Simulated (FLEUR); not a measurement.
**Cr2O3 (Eskolaite): which magnetic order is lowest**

Aim: find out whether Cr2O3 (Eskolaite) carries moments, and which collinear order costs least.

Calculated with FLEUR MaX-R8.1; PBE with U = 3.5 eV on Cr d; all-electron FLAPW, Dirac cores, scalar-relativistic bands.

Most raw output is cut from this account.

## (1) The starting structure

Symmetry: R-3c, No. 167, trigonal system. Conventional cell: a = 4.957 Å, b = 4.957 Å, c = 13.592 Å, α = 90.00°, β = 90.00°, γ = 120.00°. Nearest to Cr lie 6 O at 1.96 to 2.01 Å. O has 4 Cr at 1.96 to 2.01 Å nearest. Farther neighbours and most contacts between anions are not listed.

Coordinates:

```xyz
10
Lattice="2.4785 1.4310 4.5308 -2.4785 1.4310 4.5308 0.0000 -2.8619 4.5308" Properties=species:S:1:pos:R:3 pbc="T T T"
Cr    0.0000    0.0000    4.7231
Cr    0.0000    0.0000    2.0731
Cr    0.0000    0.0000    8.8692
Cr    0.0000    0.0000   11.5192
O    -0.9626    1.4310    7.9288
O    -0.7579   -1.5492    7.9288
O     1.7206    0.1182    7.9288
O     0.9626   -1.4310    5.6635
O     0.7579    1.5492    5.6635
O    -1.7206   -0.1182    5.6635
```

## (2) Start 1: ferro ++++

The parallel start comes first: it shows whether parallel moments hold. The U counters the self-interaction that shrinks the moments of a localised shell.

inpgen writes inp.xml from crystal.txt; cutoffs, mixing, functional, smearing and local orbitals are then set in the file. The k list default-1 (kpts.xml, not shown) is a Γ-centred 6×6×6 mesh; where the ranks do not divide the number of points, some are split in two of half the weight.

File inp.xml:

```
<?xml version="1.0" encoding="UTF-8" standalone="no"?>
<fleurInput fleurInputVersion="0.39">
   <comment>
      Cr2O3
   </comment>
   <calculationSetup>
      <cutoffs Kmax="4.4" Gmax="13.2" GmaxXC="13.2" numbands="0"/>
      <scfLoop itmax="120" minDistance="0.0001" maxIterBroyd="15" imix="Anderson" alpha="0.05" precondParam="0.0" spinf="2.0" sdNocoIR="T"/>
      <coreElectrons ctail="T" frcor="F" kcrel="0" coretail_lmax="0"/>
      <xcFunctional name="pbe" relativisticCorrections="F"/>
      <magnetism jspins="2"/>
      <soc l_soc="F" theta="0.0" phi="0.0" spav="F"/>
      <expertModes spex="0" secvar="F"/>
      <geometryOptimization l_f="F" forcealpha="1.0" forcemix="BFGS" epsdisp="0.00001" epsforce="0.00001"/>
      <ldaU l_linMix="F" mixParam="0.05" spinf="1.0"/>
   </calculationSetup>
   <cell>
      <bzIntegration valenceElectrons="92.0" mode="hist" fermiSmearingEnergy="0.00183747">
         <kPointListSelection listName="default-1"/>
         <xi:include xmlns:xi="http://www.w3.org/2001/XInclude" href="kpts.xml"> </xi:include>
      </bzIntegration>
      <xi:include xmlns:xi="http://www.w3.org/2001/XInclude" href="sym.xml"> </xi:include>
      <bulkLattice scale="1.0">
         <bravaisMatrix>
            <row-1>    4.6836861998399968     2.7041274882730848     8.5619081345298511</row-1>
            <row-2>   -4.6836861998399968     2.7041274882730848     8.5619081345298511</row-2>
            <row-3>    0.0000000000000000    -5.4082549765650665     8.5619081345298511</row-3>
         </bravaisMatrix>
      </bulkLattice>
   </cell>
   <atomSpecies>
      <species name="Chromium (3.000" element="Cr" atomicNumber="24">
         <mtSphere radius="2.31" gridPoints="763" logIncrement="0.016"/>
         <atomicCutoffs lmax="8" lnonsphr="6"/>
         <electronConfig flipSpins="F">
            <coreConfig>(1s1/2) (2s1/2) (2p1/2) (2p3/2)</coreConfig>
            <valenceConfig>(3s1/2) (3p1/2) (3p3/2) (4s1/2) (3d3/2) (3d5/2)</valenceConfig>
            <stateOccupation state="(4s1/2)" spinUp="0.5" spinDown="0.5"/>
            <stateOccupation state="(3d3/2)" spinUp="1.0" spinDown="1.0"/>
            <stateOccupation state="(3d5/2)" spinUp="3.0" spinDown="0.0"/>
         </electronConfig>
         <energyParameters s="4" p="4" d="3" f="4"/>
         <ldaU l="2" U="3.5" J="0.0" l_amf="F"/>
         <lo type="SCLO" l="0" n="3" eDeriv="0"/>
         <lo type="SCLO" l="1" n="3" eDeriv="0"/>
      </species>
      <species name="Oxygen (O)" element="O" atomicNumber="8">
         <mtSphere radius="1.31" gridPoints="433" logIncrement="0.024"/>
         <atomicCutoffs lmax="6" lnonsphr="4"/>
         <electronConfig flipSpins="F">
            <coreConfig>(1s1/2)</coreConfig>
            <valenceConfig>(2s1/2) (2p1/2) (2p3/2)</valenceConfig>
            <stateOccupation state="(2p1/2)" spinUp="0.666667" spinDown="0.666667"/>
            <stateOccupation state="(2p3/2)" spinUp="1.333333" spinDown="1.333333"/>
         </electronConfig>
         <energyParameters s="2" p="2" d="3" f="4"/>
      </species>
   </atomSpecies>
   <atomGroups>
      <atomGroup species="Chromium (3.000">
         <relPos label="                   1">.3474800000 .3474800000 .3474800000</relPos>
         <relPos label="                   2">.1525200000 .1525200000 .1525200000</relPos>
         <relPos label="                   3">-.3474800000 -.3474800000 -.3474800000</relPos>
         <relPos label="                   4">-.1525200000 -.1525200000 -.1525200000</relPos>
         <force calculate="T" relaxXYZ="TTT"/>
      </atomGroup>
      <atomGroup species="Oxygen (O)">
         <relPos label="                   5">-.4442000000 -.0558000000 1.000/4.000</relPos>
         <relPos label="                   6">1.000/4.000 -.4442000000 -.0558000000</relPos>
         <relPos label="                   7">-.0558000000 1.000/4.000 -.4442000000</relPos>
         <relPos label="                   8">.4442000000 .0558000000 -1.000/4.000</relPos>
         <relPos label="                   9">-1.000/4.000 .4442000000 .0558000000</relPos>
         <relPos label="                  10">.0558000000 -1.000/4.000 .4442000000</relPos>
         <force calculate="T" relaxXYZ="TTT"/>
      </atomGroup>
   </atomGroups>
   <output dos="F" band="F" slice="F">
      <bandDOS minEnergy="-.5*Htr" maxEnergy="0.5*Htr" sigma="0.015" storeEVData="T"/>
      <plotting iplot="0" polar="F">
         <plot TwoD="T" vec1="  1.0  0.0  0.0" vec2="  0.0  1.0  0.0" vec3="  0.0  0.0  1.0" zero="  0.0  0.0  0.0" file="plot"/>
      </plotting>
      <moessbauerParams electricFieldGradient="F" isomerShift="F" coreHyperfine="F" valenceHyperfine="F"/>
   </output>
</fleurInput>
```

File crystal.txt:

```
Cr2O3
&input film=F cartesian=F /
2.47850000001  1.43096264219  4.53076666670
-2.47850000001  1.43096264219  4.53076666670
0.00000000000  -2.86192528439  4.53076666670
1.8897261246
1.0 1.0 1.0

10
24 0.34748000000  0.34748000000  0.34748000000 : 3.000
24 0.15252000000  0.15252000000  0.15252000000 : 3.000
24 0.65252000000  0.65252000000  0.65252000000 : 3.000
24 0.84748000000  0.84748000000  0.84748000000 : 3.000
8 0.55580000000  0.94420000000  0.25000000000
8 0.25000000000  0.55580000000  0.94420000000
8 0.94420000000  0.25000000000  0.55580000000
8 0.44420000000  0.05580000000  0.75000000000
8 0.75000000000  0.44420000000  0.05580000000
8 0.05580000000  0.75000000000  0.44420000000

&kpt div1=6 div2=6 div3=6 gamma=T /
```

Started as:

```
$ OMP_NUM_THREADS=1 inpgen -f crystal.txt > inpgen.log  # inp.xml is then edited as shown
$ OMP_NUM_THREADS=1 mpirun -n 4 fleur_MPI > fleur.log
```

It took 2.2 min on 4 MPI ranks of Intel Xeon Platinum 8375C at 2.90GHz (Ice Lake), shared host; peak memory 0.45 GiB.

Spin moment in the muffin-tin sphere by atom:

```csv
atom,spin moment in the muffin-tin sphere (μB)
Cr1,2.90
Cr2,2.90
Cr3,2.90
Cr4,2.90
O5,-0.02
O6,-0.02
O7,-0.02
O8,-0.02
O9,-0.02
O10,-0.02
```

This step gave:

```
free energy                                                       : -126668.2287 eV
program's band gap on this mesh (in a metal only a level spacing) : 2.814 eV
magnetization                                                     : 12 μB
final state                                                       : ferromagnetic
```

After 22 cycles the largest moment stands at 2.90 μB.

## (3) Run 2 (antiferro +--+)

Another pattern of signs weighs the neighbour shells otherwise.

Edit inp.xml of step 2 so:

```diff
@@ -46,2 +46,17 @@
       </species>
+      <species name="Chromium (-3.000" element="Cr" atomicNumber="24">
+         <mtSphere radius="2.31" gridPoints="763" logIncrement="0.016"/>
+         <atomicCutoffs lmax="8" lnonsphr="6"/>
+         <electronConfig flipSpins="F">
+            <coreConfig>(1s1/2) (2s1/2) (2p1/2) (2p3/2)</coreConfig>
+            <valenceConfig>(3s1/2) (3p1/2) (3p3/2) (4s1/2) (3d3/2) (3d5/2)</valenceConfig>
+            <stateOccupation state="(4s1/2)" spinUp="0.5" spinDown="0.5"/>
+            <stateOccupation state="(3d3/2)" spinUp="1.0" spinDown="1.0"/>
+            <stateOccupation state="(3d5/2)" spinUp="0.0" spinDown="3.0"/>
+         </electronConfig>
+         <energyParameters s="4" p="4" d="3" f="4"/>
+         <ldaU l="2" U="3.5" J="0.0" l_amf="F"/>
+         <lo type="SCLO" l="0" n="3" eDeriv="0"/>
+         <lo type="SCLO" l="1" n="3" eDeriv="0"/>
+      </species>
       <species name="Oxygen (O)" element="O" atomicNumber="8">
@@ -61,5 +76,8 @@
          <relPos label="                   1">.3474800000 .3474800000 .3474800000</relPos>
+         <relPos label="                   4">-.1525200000 -.1525200000 -.1525200000</relPos>
+         <force calculate="T" relaxXYZ="TTT"/>
+      </atomGroup>
+      <atomGroup species="Chromium (-3.000">
          <relPos label="                   2">.1525200000 .1525200000 .1525200000</relPos>
          <relPos label="                   3">-.3474800000 -.3474800000 -.3474800000</relPos>
-         <relPos label="                   4">-.1525200000 -.1525200000 -.1525200000</relPos>
          <force calculate="T" relaxXYZ="TTT"/>
```

Edit crystal.txt of step 2 so:

```diff
@@ -10,4 +10,4 @@
 24 0.34748000000  0.34748000000  0.34748000000 : 3.000
-24 0.15252000000  0.15252000000  0.15252000000 : 3.000
-24 0.65252000000  0.65252000000  0.65252000000 : 3.000
+24 0.15252000000  0.15252000000  0.15252000000 : -3.000
+24 0.65252000000  0.65252000000  0.65252000000 : -3.000
 24 0.84748000000  0.84748000000  0.84748000000 : 3.000
```

Run time: 4.7 min. Hardware: 4 MPI ranks; peak memory 0.59 GiB.

Spin moment in the muffin-tin sphere by atom:

```csv
atom,spin moment in the muffin-tin sphere (μB)
Cr1,2.81
Cr2,-2.81
Cr3,-2.81
Cr4,2.81
O5,0.00
O6,0.00
O7,0.00
O8,0.00
O9,0.00
O10,0.00
```

Read from the output:

* free energy: -126668.4406 eV
* program's band gap on this mesh (in a metal only a level spacing): 3.236 eV
* magnetization: 0 μB
* final state: antiferromagnetic

It lies 53.0 meV a seeded atom under the first start, and its largest moment is 2.81 μB against 2.90 μB.

## (4) Order 3, typed as antiferro ++--

An opposed order shows whether neighbours prefer unlike signs.

Edit inp.xml of step 3 so:

```diff
@@ -76,3 +76,3 @@
          <relPos label="                   1">.3474800000 .3474800000 .3474800000</relPos>
-         <relPos label="                   4">-.1525200000 -.1525200000 -.1525200000</relPos>
+         <relPos label="                   2">.1525200000 .1525200000 .1525200000</relPos>
          <force calculate="T" relaxXYZ="TTT"/>
@@ -80,4 +80,4 @@
       <atomGroup species="Chromium (-3.000">
-         <relPos label="                   2">.1525200000 .1525200000 .1525200000</relPos>
          <relPos label="                   3">-.3474800000 -.3474800000 -.3474800000</relPos>
+         <relPos label="                   4">-.1525200000 -.1525200000 -.1525200000</relPos>
          <force calculate="T" relaxXYZ="TTT"/>
@@ -88,2 +88,5 @@
          <relPos label="                   7">-.0558000000 1.000/4.000 -.4442000000</relPos>
+         <force calculate="T" relaxXYZ="TTT"/>
+      </atomGroup>
+      <atomGroup species="Oxygen (O)">
          <relPos label="                   8">.4442000000 .0558000000 -1.000/4.000</relPos>
```

Edit crystal.txt of step 3 so:

```diff
@@ -10,5 +10,5 @@
 24 0.34748000000  0.34748000000  0.34748000000 : 3.000
-24 0.15252000000  0.15252000000  0.15252000000 : -3.000
+24 0.15252000000  0.15252000000  0.15252000000 : 3.000
 24 0.65252000000  0.65252000000  0.65252000000 : -3.000
-24 0.84748000000  0.84748000000  0.84748000000 : 3.000
+24 0.84748000000  0.84748000000  0.84748000000 : -3.000
 8 0.55580000000  0.94420000000  0.25000000000
```

The job ended after 4.7 min (4 MPI ranks; peak memory 0.57 GiB).

Spin moment in the muffin-tin sphere by atom:

```csv
atom,spin moment in the muffin-tin sphere (μB)
Cr1,2.81
Cr2,2.81
Cr3,-2.81
Cr4,-2.81
O5,-0.01
O6,-0.01
O7,-0.01
O8,0.01
O9,0.01
O10,0.01
```

Numbers from this step:

```yaml
free_energy: -126668.3136 eV
program_s_band_gap_on_this_mesh_in_a_metal_only_a_level_spacing: 3.092 eV
magnetization: 0 μB
final_state: antiferromagnetic
```

It lies 21.2 meV a seeded atom under the first start, and its largest moment is 2.81 μB against 2.90 μB.

## (5) Order 4, typed as antiferro +-+-

Edit inp.xml of step 4 so:

```diff
@@ -76,3 +76,3 @@
          <relPos label="                   1">.3474800000 .3474800000 .3474800000</relPos>
-         <relPos label="                   2">.1525200000 .1525200000 .1525200000</relPos>
+         <relPos label="                   3">-.3474800000 -.3474800000 -.3474800000</relPos>
          <force calculate="T" relaxXYZ="TTT"/>
@@ -80,3 +80,3 @@
       <atomGroup species="Chromium (-3.000">
-         <relPos label="                   3">-.3474800000 -.3474800000 -.3474800000</relPos>
+         <relPos label="                   2">.1525200000 .1525200000 .1525200000</relPos>
          <relPos label="                   4">-.1525200000 -.1525200000 -.1525200000</relPos>
@@ -88,5 +88,2 @@
          <relPos label="                   7">-.0558000000 1.000/4.000 -.4442000000</relPos>
-         <force calculate="T" relaxXYZ="TTT"/>
-      </atomGroup>
-      <atomGroup species="Oxygen (O)">
          <relPos label="                   8">.4442000000 .0558000000 -1.000/4.000</relPos>
```

Edit crystal.txt of step 4 so:

```diff
@@ -10,4 +10,4 @@
 24 0.34748000000  0.34748000000  0.34748000000 : 3.000
-24 0.15252000000  0.15252000000  0.15252000000 : 3.000
-24 0.65252000000  0.65252000000  0.65252000000 : -3.000
+24 0.15252000000  0.15252000000  0.15252000000 : -3.000
+24 0.65252000000  0.65252000000  0.65252000000 : 3.000
 24 0.84748000000  0.84748000000  0.84748000000 : -3.000
```

Run time: 3.2 min. Hardware: 4 MPI ranks; peak memory 0.54 GiB; 13 min of CPU time.

Read from the output:

```
free energy                                                       : -126668.1971 eV
program's band gap on this mesh (in a metal only a level spacing) : 3.121 eV
magnetization                                                     : 0 μB
final state                                                       : antiferromagnetic
largest moment                                                    : 2.781 μB
```

It lies 7.90 meV a seeded atom over the first start, and its largest moment is 2.78 μB against 2.90 μB.

## (6) Order 5, typed as ferri +++-

Edit inp.xml of step 5 so:

```diff
@@ -76,2 +76,9 @@
          <relPos label="                   1">.3474800000 .3474800000 .3474800000</relPos>
+         <force calculate="T" relaxXYZ="TTT"/>
+      </atomGroup>
+      <atomGroup species="Chromium (3.000">
+         <relPos label="                   2">.1525200000 .1525200000 .1525200000</relPos>
+         <force calculate="T" relaxXYZ="TTT"/>
+      </atomGroup>
+      <atomGroup species="Chromium (3.000">
          <relPos label="                   3">-.3474800000 -.3474800000 -.3474800000</relPos>
@@ -80,3 +87,2 @@
       <atomGroup species="Chromium (-3.000">
-         <relPos label="                   2">.1525200000 .1525200000 .1525200000</relPos>
          <relPos label="                   4">-.1525200000 -.1525200000 -.1525200000</relPos>
@@ -88,2 +94,5 @@
          <relPos label="                   7">-.0558000000 1.000/4.000 -.4442000000</relPos>
+         <force calculate="T" relaxXYZ="TTT"/>
+      </atomGroup>
+      <atomGroup species="Oxygen (O)">
          <relPos label="                   8">.4442000000 .0558000000 -1.000/4.000</relPos>
```

Edit crystal.txt of step 5 so:

```diff
@@ -10,3 +10,3 @@
 24 0.34748000000  0.34748000000  0.34748000000 : 3.000
-24 0.15252000000  0.15252000000  0.15252000000 : -3.000
+24 0.15252000000  0.15252000000  0.15252000000 : 3.000
 24 0.65252000000  0.65252000000  0.65252000000 : 3.000
```

Wall time 7.9 min (4 MPI ranks); peak memory 0.77 GiB.

This step gave:

* free energy: -126668.2982 eV
* program's band gap on this mesh (in a metal only a level spacing): 3.011 eV
* magnetization: 6 μB
* final state: ferrimagnetic
* largest moment: 2.868 μB

It lies 17.4 meV a seeded atom under the first start, and its largest moment is 2.87 μB against 2.90 μB.

(Continued in part 2 of 2.)

[Logs and program files are shortened in this print: banners, set-up blocks, solver, clock and traceback lines can be left out without a mark of their own.]

[Logs are printed without paths, hosts, clocks, repeated set-up lines and the standing remarks that a program may print on its own settings, such as how far it seeks lower states.]

[Hosts, paths, dates, database ids (printed as entryN), source tags and the programs' standing remarks are cut or masked in the printed files.]

[Where a cell is said to come from a database of computed structures, the database is the Materials Project.]
